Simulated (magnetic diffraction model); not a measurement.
## Magnetic neutron pattern of Cs3HoTe3

Space group P2_13 (no. 198), a = 10.6860 Å.

| site | atom | x | y | z |
| --- | --- | --- | --- | --- |
| 4a | Ho | 0.4708 | 0.9708 | 0.5292 |
| 4a | Cs | 0.3207 | 0.3207 | 0.3207 |
| 4a | Cs | 0.1872 | 0.3128 | 0.6872 |
| 4a | Cs | 0.0706 | 0.9294 | 0.4294 |
| 12b | Te | 0.4913 | 0.2066 | 0.6037 |

The compound is invented for this exercise: a known structure type with other elements, its cell scaled to their sizes and not relaxed.

Only Ho is taken to order (form factors of Ho3+); orders and moment sizes are assumed, and not adapted to the symmetry. Radiation: neutrons of λ = 2.41 Å, 1.5° to 50°; isotropic B of 0.48 Å² (Ho), 0.52 Å² (Cs) and 0.45 Å² (Te). Simulated constant-wavelength pattern: nuclear and magnetic terms add, the magnetic one as |2.695 fm × Σ f S⊥ exp(2πi Q·r) exp(−B s²)|², summed over all Q at one angle with the factor 1/(sin²θ cos θ). For a modulated order the moment at position r is S exp(−2πi k·r) + c.c., with S = m/2 for a sine wave of amplitude m and S = m(u + iv)/2 for moments turning in a plane, u and v being orthogonal unit vectors in it; the phase factor of the sum at Q = H + k is then exp(2πi H·r). Free-ion form factors, Sears's scattering lengths of 1992, no absorption; a label names one of the reflections at its angle. The strongest nuclear line in the range is 100, and lines under 0.2 are left out.

Assume the order k = (0 0.182 0), moments turning in the plane of [100] and [010], 6.4 μB on Ho; signs + at (0.4708, 0.9708, 0.5292), − at (0.9708, 0.5292, 0.4708), − at (0.0292, 0.0292, 0.0292), + at (0.5292, 0.4708, 0.9708).

Q: Where does magnetic intensity appear, and how strong is it?

| 2θ (°) | index | nuclear | magnetic |
| --- | --- | --- | --- |
| 13.16 | (1 0.182 0) | 0.0 | 36.8 |
| 16.75 | (0 0.818 1) | 0.0 | 32.7 |
| 18.35 | (1 1 0) | 1.4 | 0.0 |
| 18.50 | (1 0.182 1) | 0.0 | 1.7 |
| 20.11 | (0 1.182 1) | 0.0 | 20.0 |
| 21.23 | (1 0.818 1) | 0.0 | 1.2 |
| 22.53 | (1 1 1) | 18.2 | 0.0 |
| 23.66 | (0 1.818 0) | 0.0 | 0.7 |
| 23.99 | (1 1.182 1) | 0.0 | 0.9 |
| 26.07 | (2 0 0) | 6.9 | 0.0 |
| 27.06 | (1 1.818 0) | 0.0 | 7.2 |
| 28.21 | (2 0.818 0) | 0.0 | 1.0 |
| 28.49 | (0 2.182 0) | 0.0 | 0.5 |
| 29.21 | (2 1 0) | 4.9 | 0.0 |
| 29.31 | (2 0.182 1) | 0.0 | 21.4 |
| 30.11 | (1 1.818 1) | 0.0 | 0.5 |
| 30.37 | (2 1.182 0) | 0.0 | 0.8 |
| 31.15 | (2 0.818 1) | 0.0 | 14.2 |
| 31.41 | (1 2.182 0) | 0.0 | 5.3 |
| 32.07 | (2 1 1) | 2.2 | 0.0 |
| 33.14 | (2 1.182 1) | 0.0 | 12.2 |
| 34.10 | (1 2.182 1) | 0.0 | 0.4 |
| 35.49 | (2 1.818 0) | 0.0 | 1.3 |
| 37.20 | (2 2 0) | 16.8 | 0.0 |
| 37.28 | (2 0.182 2) | 0.0 | 0.2 |
| 37.93 | (2 1.818 1) | 0.0 | 9.2 |
| 38.78 | (2 0.818 2) | 0.0 | 1.3 |
| 39.00 | (2 2.182 0) | 0.0 | 1.1 |
| 39.41 | (1 2.818 0) | 0.0 | 2.9 |
| 39.55 | (2 2 1) | 3.2 | 0.0 |
| 39.62 | (3 0.182 0) | 0.0 | 4.7 |
| 40.45 | (2 1.182 2) | 0.0 | 1.1 |
| 41.05 | (0 0.818 3) | 0.0 | 4.7 |
| 41.26 | (2 2.182 1) | 0.0 | 7.3 |
| 41.65 | (1 2.818 1) | 0.0 | 1.9 |
| 41.78 | (3 1 0) | 100.0 | 0.0 |
| 41.85 | (3 0.182 1) | 0.0 | 2.2 |
| 42.64 | (0 1.182 3) | 0.0 | 4.1 |
| 43.23 | (3 0.818 1) | 0.0 | 0.6 |
| 43.92 | (3 1 1) | 2.9 | 0.0 |
| 44.19 | (1 3.182 0) | 0.0 | 2.2 |
| 44.56 | (2 1.818 2) | 0.0 | 0.9 |
| 44.75 | (3 1.182 1) | 0.0 | 0.5 |
| 45.87 | (2 2.818 0) | 0.0 | 0.4 |
| 45.99 | (2 2 2) | 0.6 | 0.0 |
| 46.24 | (1 3.182 1) | 0.0 | 1.5 |
| 46.60 | (3 1.818 0) | 0.0 | 2.7 |
| 47.51 | (2 2.182 2) | 0.0 | 0.7 |
(The table stops after 48 lines; 7 more lie at higher angle.)

The strongest magnetic line in the range is (1 0.182 0) at 13.16° (36.8). On top of the Lorentz factor, which all lines share, magnetic lines fade with angle because f falls: for Ho3+ it is 0.96, 0.85, 0.71 and 0.44 at sin θ/λ = 0.1, 0.2, 0.3 and 0.5 Å⁻¹, while nuclear lengths stay constant. The order has no net moment.
